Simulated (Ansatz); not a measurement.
## NaInF3: complex band structure

Wanted: the relaxed cell of NaInF3, its band edges and its decay constants. It is built by putting Na for Cs in the CsInF3 structure of space group Fm-3m, with the volume rescaled by atomic radii. The parent structure comes from the Materials Project.

Calculated with Ansatz 0.2.0; r2SCAN DFT, plane waves, PAW files, in the first sound run; inputs show where later runs differ.

The structure was built from a prototype and need not be the compound's stable phase.

**1. Set-up**

It takes space group Fm-3m (No. 225, cubic). Conventional cell: a = 8.383 Å, b = 8.383 Å, c = 8.383 Å, α = 90.00°, β = 90.00°, γ = 90.00°. Nearest to Na lie 12 F at 2.97 Å. Nearest to In lie 6 F at 2.32 Å. Nearest to In lie 6 F at 1.87 Å. Nearest to F lie 2 In at 1.87 to 2.32 Å. It derives from CsInF3. Na for Cs in the CsInF3 structure of space group Fm-3m. Farther neighbours and most contacts between anions are not listed.

**2. Relaxing the new crystal**

The substituted atoms don't fit the parent's cell, so cell and atoms relax together. A small smearing keeps the run stable in case the gap closes on the way.

Input file input.yaml:

```yaml
crystal:
  lattice:
    - [0.0, 4.1912689018, 4.1912689018]
    - [4.1912689018, 0.0, 4.1912689018]
    - [4.1912689018, 4.1912689018, 0.0]
  atoms:
    - { symbol: Na, position: [0.25, 0.25, 0.25] }
    - { symbol: Na, position: [0.75, 0.75, 0.75] }
    - { symbol: In, position: [0.5, 0.5, 0.5] }
    - { symbol: In, position: [0.0, 0.0, 0.0] }
    - { symbol: F, position: [0.22295747, 0.22295747, 0.77704253] }
    - { symbol: F, position: [0.22295747, 0.77704253, 0.77704253] }
    - { symbol: F, position: [0.77704253, 0.77704253, 0.22295747] }
    - { symbol: F, position: [0.22295747, 0.77704253, 0.22295747] }
    - { symbol: F, position: [0.77704253, 0.22295747, 0.77704253] }
    - { symbol: F, position: [0.77704253, 0.22295747, 0.22295747] }
kpoints:
  mp_grid: { grid: [4, 4, 4] }
scf:
  occupations: { method: gaussian, width: 0.03 }
hamiltonian:
  xc: r2scan
output:
  forces: true
  stress: true
relax:
  f_tol: 0.02
  max_steps: 60
  cell: {}
```

Run with:

```bash
> ansatz run input.yaml --threads 2 --pin off --max-ram 4096MiB --backend cpu --events-out ev --progress --plain --runs-dir out
```

Numbers of over 12 decimals in the logs are rounded to 6 here.

Output:

```text
Engine: ansatz 0.2.0, x86_64-unknown-linux-gnu
Pseudopotentials: kind: paw
Pseudopotential: Na, paw, valence charge 9, recommended cutoff 500 eV (meta_gga), Na.paw.azcp
Pseudopotential: In, paw, valence charge 13, recommended cutoff 500 eV (meta_gga), In.paw.azcp
Pseudopotential: F, paw, valence charge 7, recommended cutoff 500 eV (meta_gga), F.paw.azcp
Functional definition: r2SCAN
  parameter k0 = 0.174
  parameter k1 = 0.065
  parameter a1 = 4.9479
  exchange = r2scan_x(k0 = k0, k1 = k1, a1 = a1)
  correlation = r2scan_c
Crystal: 10 atoms, lattice volume = 147.254 Å³
Basis set: ecut = 500 eV, 3719 PW (Γ), exchange–correlation on 180×180×180 points (64 copies of the dense FFT grid, shifted against one another)
Bands: 53, of which v1, the nominal top of the filled ones, is band 43 counted from 1 (42 counted from 0)
Symmetry: 48 space group operations
Space group: Fm-3m (ITA 225), of the structure as read, at distance tolerance 5.3e-5 Å
k-points: 8 of 64
Non-local potential: Na, projectors of the file, l = 0: 3, l = 1: 2, l = 2: 1
Non-local potential: In, projectors of the file, l = 0: 2, l = 1: 2, l = 2: 2, l = 3: 2
Non-local potential: F, projectors of the file, l = 0: 2, l = 1: 2, l = 2: 1
PAW form: soft (Blöchl's): semilocal exchange-correlation on the pseudo side does not see the compensation charge
PAW frozen core: Na, regenerated for the run's functional (the file was generated under x = pbe(κ = 0.804, μ = 0.219515), c = pbe(β = 0.066725))
PAW frozen core: In, regenerated for the run's functional (the file was generated under x = pbe(κ = 0.804, μ = 0.219515), c = pbe(β = 0.066725))
PAW frozen core: F, regenerated for the run's functional (the file was generated under x = pbe(κ = 0.804, μ = 0.219515), c = pbe(β = 0.066725))
PAW one-centre angular grid: Na, 302 points (default); XC on 339 of its mesh's 2595 points in the sphere
PAW one-centre angular grid: In, 590 points (default); XC on 289 of its mesh's 2783 points in the sphere
PAW one-centre angular grid: F, 302 points (default); XC on 160 Gauss nodes
Initial density: superposition of atomic densities (neutral atoms: chi_scale 0, normalization atom), corrected by the library's trained network
Initial wavefunctions: pseudopotential atomic-orbital guess
Functional: x = r2scan, c = r2scan; τ floored in thin density (d = 2e-4 eV/Å³)
SCF iter   1: F=—  HF=-19063.099094 eV  |F-HF|=—  |Δ(HF+E_count)|=         —  Δρ=9.95e-3  dr2=1.01e-1  dr2_τ=3.06e-1  ethr=1.77e-3  ⟨swp⟩=6.5  Hψ=1634  notcnv=0  defer=5
preconditioner: auto → Resta (q_TF=auto, 2.494 Å⁻¹)  ε∞=2.8  [insulator: Δε(μ)=1.665 eV  Ē_g=20.624 eV  σ=0.030 eV  W_gap=1.00  n_scr=50 (ndim 8)  ℏωp=27.7 eV  f_vac=0.193  D(μ)=0.00/eV (n_scr^D=0)  ε∞_Penn≈2.8]
SCF iter   2: F=—  HF=-19063.276907 eV  |F-HF|=—  |Δ(HF+E_count)|=   1.78e-1  Δρ=4.48e-3  dr2=1.51e-2  dr2_τ=2.18e-3  ethr=1.17e-4  ⟨swp⟩=3.0  Hψ=887  notcnv=0  defer=42
SCF iter   3: F=—  HF=-19063.277486 eV  |F-HF|=—  |Δ(HF+E_count)|=   5.79e-4  Δρ=1.30e-3  dr2=1.20e-3  dr2_τ=2.04e-4  ethr=1.76e-5  ⟨swp⟩=2.9  Hψ=740  notcnv=0  defer=18
automatic band count: iteration 3 solves 50 bands in place of 53: the levels show a gap, and the empty bands left out lie too high to hold charge; the band table lists the bands solved (type scf.n_extra_bands for more)
SCF iter   4: F=—  HF=-19063.277522 eV  |F-HF|=—  |Δ(HF+E_count)|=   3.65e-5  Δρ=1.71e-4  dr2=2.50e-5  dr2_τ=4.00e-6  ethr=1.39e-6  ⟨swp⟩=2.2  Hψ=552  notcnv=0  defer=18
SCF iter   5: F=—  HF=-19063.277630 eV  |F-HF|=—  |Δ(HF+E_count)|=   1.08e-4  Δρ=4.46e-5  dr2=2.36e-6  dr2_τ=2.84e-7  ethr=2.91e-8  ⟨swp⟩=2.1  Hψ=596  notcnv=0  defer=18
SCF iter   6: F=—  HF=-19063.277631 eV  |F-HF|=—  |Δ(HF+E_count)|=   1.12e-6  Δρ=1.63e-5  dr2=3.25e-7  dr2_τ=1.71e-8  ethr=2.75e-9  ⟨swp⟩=2.0  Hψ=710  notcnv=0  defer=18
SCF iter   7: F=-19063.277631 eV  HF=-19063.277631 eV  |F-HF|=1.57e-9  |Δ(HF+E_count)|=   1.29e-8  Δρ=3.55e-6  dr2=1.27e-8  dr2_τ=1.16e-9  ethr=1.16e-10  ⟨swp⟩=4.5  Hψ=1299  notcnv=0
SCF 1 converged in 7 iterations: F = -19063.277631 eV  dr2 = 1.27e-8
  greatest PAW one-centre occupation: 1.000 electrons in one spin orbital (limit 2), on the Na atom at site 1 (counted from 0), in its partial waves of l = 0
relax step   1: F+E_penalty+E_count = -19063.27763098 eV  Δ(F+E_penalty+E_count) = +0.000e0 eV  max|allowed force component| = 4.425e0 eV/Å  Δτ_max = 0.0000 Å  P = +26.836 GPa  Ω = 147.254 Å³  (7 SCF iters, dr2 threshold 1.00e-7 eV, accepted)
Crystal: 10 atoms, lattice volume = 170.054 Å³
Basis set: ecut = 500 eV, 4285 PW (Γ), exchange–correlation on 180×180×180 points (64 copies of the dense FFT grid, shifted against one another)
Initial density: handed on by an earlier stage of this run
Initial wavefunctions: those handed on with the density
iter 1 solved again at ethr=4.68e-4 eV; its pass at ethr=3.10e-3 eV (dr2=4.02e-1 eV) is discarded
SCF iter   1: F=—  HF=-19064.266763 eV  |F-HF|=—  |Δ(HF+E_count)|=         —  Δρ=1.41e-2  dr2=4.03e-1  dr2_τ=2.01e0  ethr=4.68e-4  ⟨swp⟩=1.2  Hψ=2062  notcnv=0
automatic band count: iteration 1 solves 50 bands in place of 53: the levels show a gap, and the empty bands left out lie too high to hold charge; the band table lists the bands solved (type scf.n_extra_bands for more)
preconditioner: auto → Resta (q_TF=auto, 2.435 Å⁻¹)  ε∞=3.0  [insulator: Δε(μ)=1.222 eV  Ē_g=18.290 eV  σ=0.030 eV  W_gap=1.00  n_scr=50 (ndim 8)  ℏωp=25.8 eV  f_vac=0.270  D(μ)=0.00/eV (n_scr^D=0)  ε∞_Penn≈3.0]
SCF iter   2: F=—  HF=-19066.111243 eV  |F-HF|=—  |Δ(HF+E_count)|=    1.84e0  Δρ=9.65e-3  dr2=1.03e-1  dr2_τ=8.75e-3  ethr=4.68e-4  ⟨swp⟩=4.0  Hψ=862  notcnv=0
SCF iter   3: F=—  HF=-19066.083616 eV  |F-HF|=—  |Δ(HF+E_count)|=   2.76e-2  Δρ=3.18e-3  dr2=1.98e-2  dr2_τ=1.59e-3  ethr=1.19e-4  ⟨swp⟩=2.8  Hψ=747  notcnv=0  defer=17
SCF iter   4: F=—  HF=-19066.078094 eV  |F-HF|=—  |Δ(HF+E_count)|=   5.52e-3  Δρ=1.10e-3  dr2=2.89e-3  dr2_τ=5.84e-5  ethr=2.30e-5  ⟨swp⟩=2.4  Hψ=630  notcnv=0  defer=17
SCF iter   5: F=—  HF=-19066.077956 eV  |F-HF|=—  |Δ(HF+E_count)|=   1.38e-4  Δρ=2.74e-4  dr2=1.10e-4  dr2_τ=1.38e-5  ethr=3.36e-6  ⟨swp⟩=2.0  Hψ=760  notcnv=0  defer=17
SCF iter   6: F=—  HF=-19066.078118 eV  |F-HF|=—  |Δ(HF+E_count)|=   1.62e-4  Δρ=8.41e-5  dr2=8.61e-6  dr2_τ=5.20e-7  ethr=1.28e-7  ⟨swp⟩=2.0  Hψ=729  notcnv=0  defer=17
SCF iter   7: F=-19066.078122 eV  HF=-19066.078122 eV  |F-HF|=2.79e-7  |Δ(HF+E_count)|=   3.95e-6  Δρ=1.44e-5  dr2=2.43e-7  dr2_τ=3.89e-8  ethr=1.16e-9  ⟨swp⟩=3.0  Hψ=1649  notcnv=0
SCF 2 converged in 7 iterations: F = -19066.078122 eV  dr2 = 2.43e-7
[...]
automatic band count: iteration 1 solves 50 bands in place of 53: the levels show a gap, and the empty bands left out lie too high to hold charge; the band table lists the bands solved (type scf.n_extra_bands for more)
preconditioner: auto → Resta (q_TF=auto, 2.411 Å⁻¹)  ε∞=2.9  [insulator: Δε(μ)=1.626 eV  Ē_g=18.187 eV  σ=0.030 eV  W_gap=1.00  n_scr=50 (ndim 8)  ℏωp=25.0 eV  f_vac=0.281  D(μ)=0.00/eV (n_scr^D=0)  ε∞_Penn≈2.9]
SCF iter   2: F=—  HF=-19066.367474 eV  |F-HF|=—  |Δ(HF+E_count)|=   3.38e-1  Δρ=3.52e-3  dr2=1.47e-2  dr2_τ=1.55e-3  ethr=8.07e-5  ⟨swp⟩=3.9  Hψ=880  notcnv=0
SCF iter   3: F=—  HF=-19066.363213 eV  |F-HF|=—  |Δ(HF+E_count)|=   4.26e-3  Δρ=1.11e-3  dr2=3.24e-3  dr2_τ=1.70e-4  ethr=1.71e-5  ⟨swp⟩=3.0  Hψ=836  notcnv=0  defer=12
SCF iter   4: F=—  HF=-19066.362030 eV  |F-HF|=—  |Δ(HF+E_count)|=   1.18e-3  Δρ=3.87e-4  dr2=4.06e-4  dr2_τ=6.37e-6  ethr=3.76e-6  ⟨swp⟩=2.1  Hψ=659  notcnv=0  defer=12
SCF iter   5: F=—  HF=-19066.362119 eV  |F-HF|=—  |Δ(HF+E_count)|=   8.90e-5  Δρ=1.04e-4  dr2=1.60e-5  dr2_τ=2.23e-6  ethr=4.72e-7  ⟨swp⟩=2.0  Hψ=732  notcnv=0  defer=12
SCF iter   6: F=—  HF=-19066.362130 eV  |F-HF|=—  |Δ(HF+E_count)|=   1.09e-5  Δρ=3.43e-5  dr2=1.71e-6  dr2_τ=1.34e-7  ethr=1.86e-8  ⟨swp⟩=2.0  Hψ=732  notcnv=0  defer=12
SCF iter   7: F=-19066.362131 eV  HF=-19066.362131 eV  |F-HF|=5.33e-8  |Δ(HF+E_count)|=   1.14e-6  Δρ=5.19e-6  dr2=3.78e-8  dr2_τ=4.13e-9  ethr=1.16e-9  ⟨swp⟩=4.1  Hψ=1363  notcnv=0
SCF 3 converged in 7 iterations: F = -19066.362131 eV  dr2 = 3.78e-8
relax step   3: F+E_penalty+E_count = -19066.36213092 eV  Δ(F+E_penalty+E_count) = -2.840e-1 eV  max|allowed force component| = 3.184e-1 eV/Å  Δτ_max = 0.0038 Å  P = +1.967 GPa  Ω = 180.646 Å³  energy of the carried Pulay correction = -2.191e-2 eV  (7 SCF iters, dr2 threshold 1.00e-6 eV, accepted)
[...]
relax step   4: F+E_penalty+E_count = -19066.39546404 eV  Δ(F+E_penalty+E_count) = -3.333e-2 eV  max|allowed force component| = 4.878e-2 eV/Å  Δτ_max = 0.0038 Å  P = +0.247 GPa  Ω = 185.290 Å³  energy of the carried Pulay correction = -2.450e-2 eV  (6 SCF iters, dr2 threshold 1.00e-6 eV, accepted)
[...]
relax step   5: F+E_penalty+E_count = -19066.39581917 eV  Δ(F+E_penalty+E_count) = -3.551e-4 eV  max|allowed force component| = 4.596e-3 eV/Å  Δτ_max = 0.0012 Å  P = +0.010 GPa  Ω = 185.896 Å³  energy of the carried Pulay correction = -2.483e-2 eV  (5 SCF iters, dr2 threshold 1.52e-7 eV, accepted)
[...]
relax step   6: F+E_penalty+E_count = -19066.41399115 eV  Δ(F+E_penalty+E_count) = -1.817e-2 eV  max|allowed force component| = 4.265e-3 eV/Å  Δτ_max = 0.0000 Å  P = +0.078 GPa  Ω = 185.896 Å³  stress off target by 7.79e-2 GPa  SCF on the basis re-selected at this cell (its energy is not comparable with the rows above)  (8 SCF iters)
[...]
relax step   7: F+E_penalty+E_count = -19066.41393237 eV  Δ(F+E_penalty+E_count) = +5.878e-5 eV  max|allowed force component| = 1.573e-3 eV/Å  Δτ_max = 0.0003 Å  P = +0.008 GPa  Ω = 186.182 Å³  energy of the carried Pulay correction = -1.328e-4 eV  (5 SCF iters, dr2 threshold 1.52e-8 eV, accepted)
iter 1 solved again at ethr=4.48e-8 eV; its pass at ethr=3.10e-3 eV (dr2=3.85e-5 eV) is discarded
SCF iter   1: F=—  HF=-19066.414100 eV  |F-HF|=—  |Δ(HF+E_count)|=         —  Δρ=4.00e-5  dr2=6.52e-8  dr2_τ=2.54e-9  ethr=4.48e-8  ⟨swp⟩=3.6  Hψ=2752  notcnv=0
preconditioner: auto → Resta (q_TF=auto, 2.399 Å⁻¹)  ε∞=2.7  [insulator: Δε(μ)=1.814 eV  Ē_g=19.048 eV  σ=0.030 eV  W_gap=1.00  n_scr=50 (ndim 8)  ℏωp=24.6 eV  f_vac=0.288  D(μ)=0.00/eV (n_scr^D=0)  ε∞_Penn≈2.7]
SCF iter   2: F=—  HF=-19066.413973 eV  |F-HF|=—  |Δ(HF+E_count)|=   1.27e-4  Δρ=2.02e-5  dr2=1.72e-8  dr2_τ=6.13e-7  ethr=7.58e-11  ⟨swp⟩=2.6  Hψ=775  notcnv=0
SCF iter   3: F=—  HF=-19066.413960 eV  |F-HF|=—  |Δ(HF+E_count)|=   1.33e-5  Δρ=1.52e-6  dr2=2.54e-9  dr2_τ=7.86e-10  ethr=2.00e-11  ⟨swp⟩=2.2  Hψ=770  notcnv=0
SCF iter   4: F=—  HF=-19066.413960 eV  |F-HF|=—  |Δ(HF+E_count)|=  6.73e-10  Δρ=3.65e-7  dr2=2.13e-10  dr2_τ=3.58e-11  ethr=2.95e-12  ⟨swp⟩=2.0  Hψ=569  notcnv=0
SCF iter   5: F=-19066.413960 eV  HF=-19066.413960 eV  |F-HF|=8.00e-10  |Δ(HF+E_count)|=   5.01e-9  Δρ=1.79e-7  dr2=2.70e-11  dr2_τ=3.17e-11  ethr=1.00e-12  ⟨swp⟩=4.6  Hψ=1298  notcnv=0
SCF 8 converged in 5 iterations: F = -19066.413960 eV  dr2 = 2.70e-11
relax step   8: F+E_penalty+E_count = -19066.41396002 eV  Δ(F+E_penalty+E_count) = -2.765e-5 eV  max|allowed force component| = 1.549e-3 eV/Å  Δτ_max = 0.0000 Å  P = +0.008 GPa  Ω = 186.182 Å³  stress off target by 8.29e-3 GPa  SCF on the basis re-selected at this cell (its energy is not comparable with the rows above)  (5 SCF iters)
basis re-selected at this cell: Δ(F+E_penalty+E_count) = -2.765e-5 eV, ΔP = -0.000 GPa vs the last step (what re-selecting the basis moved, of the pressure what is left beyond the Pulay correction that the steps carried, after the strain that the cell walked since its last selection, with what the two solves' SCF thresholds leave and, on support functions, any second-order correction that the steps lacked; it is no m [...]
SCF converged after 5 iterations
Free energy (F): -19066.413960 eV
Harris-Foulkes:  -19066.413960 eV  (|F-HF|=8.00e-10)
Internal energy: -19066.413960 eV  (E = F + TS)
E sigma→0 (E₀):  -19066.413960 eV
Fermi energy:    5.059942 eV
--- Per-component energies (eV) ---
  E_band       = -964.284569
  E_kinetic    = 1974.899179
  E_local      = -9512.090488  (includes V_loc(G=0)·N_el)
  E_nonlocal   = 1407.877687
  E_hartree    = 3629.374192
  E_xc         = -949.870172
  E_vxc        = -1021.548647  (∫ρ·V_xc dr)
  E_paw        = -10124.279304  (= ΣΔE_a)
  E_vpaw       = -1149.918271  (= ΣTr[D̂ρ^β])
  E_aug_tail   = 0.005850  (compensation charges beyond the density's cutoff)
  E_vtau       = 77.741489  (kinetic-family band-sum trace: ∫τ·v_τ [+ j·A + Jᵃ·Aᵃ] dr)
  E_ewald      = -5494.021111
  E_core_change = 1.690208  (= ΣΔE_core)
  E_smearing   = -0.000000  (= −TS)
  E_closure    = 0.000000  (closes the sum)
  Σ components = -19066.413960   (vs F -19066.413960, Δ=0.00e0)
--- Forces (eV/Å), atoms counted from 1 ---
  atom   1  Na    -0.00000000    -0.00000000     0.00000000
  atom   2  Na     0.00000000     0.00000000     0.00000000
  atom   3  In     0.00000000    -0.00000000     0.00000000
  atom   4  In    -0.00000000     0.00000000     0.00000000
  atom   5  F      0.00000000     0.00000000    -0.00154933
  atom   6  F      0.00154933    -0.00000000     0.00000000
  atom   7  F     -0.00000000    -0.00000000     0.00154933
  atom   8  F     -0.00000000    -0.00154933    -0.00000000
  atom   9  F      0.00000000     0.00154933     0.00000000
  atom  10  F     -0.00154933    -0.00000000    -0.00000000
  max |Σ_I F_I| component: 1.30e-18 eV/Å
--- Stress (GPa, compression-positive) ---
        0.008290       0.000000       0.000000
        0.000000       0.008290       0.000000
        0.000000       0.000000       0.008290
  P = ⅓ Tr σ = 0.0083 GPa (0.083 kbar)
--- Relaxed structure (6 steps of the walk, 6 accepted, 2 SCFs on fresh bases) ---
  F+E_penalty+E_count = -19066.41396002 eV   max|allowed force component| = 1.549e-3 eV/Å   (the final SCF, on the basis selected at the relaxed cell)
  cell:  # Å, volume = 186.1816 Å³
    - [0, 4.532129, 4.532129]
    - [4.532129, 0, 4.532129]
    - [4.532129, 4.532129, 0]
  atoms:
    - { symbol: Na, position: [0.25, 0.25, 0.25] }
    - { symbol: Na, position: [0.75, 0.75, 0.75] }
    - { symbol: In, position: [0.5, 0.5, 0.5] }
    - { symbol: In, position: [-1.2546034768364656e-19, 2.4574707278239944e-19, 0] }
    - { symbol: F, position: [0.228829, 0.228829, 0.771171] }
    - { symbol: F, position: [0.228829, 0.771171, 0.771171] }
    - { symbol: F, position: [0.771171, 0.771171, 0.228829] }
    - { symbol: F, position: [0.228829, 0.771171, 0.228829] }
    - { symbol: F, position: [0.771171, 0.228829, 0.771171] }
    - { symbol: F, position: [0.771171, 0.228829, 0.228829] }
```

The job ended after 21 s (2 threads of Intel Xeon 6975P-C (Granite Rapids), shared host; peak memory 1 GiB).

Relaxation path:

```
step  energy less that of the first step (eV)  largest force component (eV/Å)  pressure (GPa)  volume (Å³)
   1                                   0.0000                          4.4249           26.84       147.25
   2                                  -2.8005                          0.9636            6.59       170.05
   3                                  -3.0845                          0.3184            1.97       180.65
   4                                  -3.1178                          0.0488            0.25       185.29
   5                                  -3.1182                          0.0046            0.01       185.90
  6*                                  -3.1364                          0.0043            0.08       185.90
   7                                  -3.1363                          0.0016            0.01       186.18
  8*                                  -3.1363                          0.0015            0.01       186.18
```

Relaxation steps marked * repeat the geometry before them on a plane-wave basis chosen anew for their cell, so energy and pressure can jump there.

The run keeps the 48 symmetry operations that it works with, so distortions that break them were not tested.

```
conventional cell, symmetrised  before  after   change
                         a (Å)   8.383  9.064   +8.1 %
                         b (Å)   8.383  9.064   +8.1 %
                         c (Å)   8.383  9.064   +8.1 %
              volume (Å³/atom)   14.73  18.62  +26.4 %
```

The atoms that moved most (Å, as changes of fractional coordinates times the final cell):

```
atom      dx      dy      dz  length
  F6  -0.053   0.000   0.000   0.053
  F7   0.000   0.000  -0.053   0.053
  F9   0.000  -0.053   0.000   0.053
 F10   0.053   0.000   0.000   0.053
  F5   0.000   0.000   0.053   0.053
  F8   0.000   0.053   0.000   0.053
```

This step gave:

```
free energy  : -19066.4140 eV
Fermi energy : 5.060 eV
pressure     : 0.008290 GPa
```

The largest force component on a free atom ends at 0.0015 eV/Å.

(Continued in part 2 of 4.)

[Logs are printed without paths, hosts, clocks, repeated set-up lines and the standing remarks that a program may print on its own settings, such as how far it seeks lower states.]

[Hosts, paths, dates, database ids (printed as entryN), source tags and the programs' standing remarks are cut or masked in the printed files.]
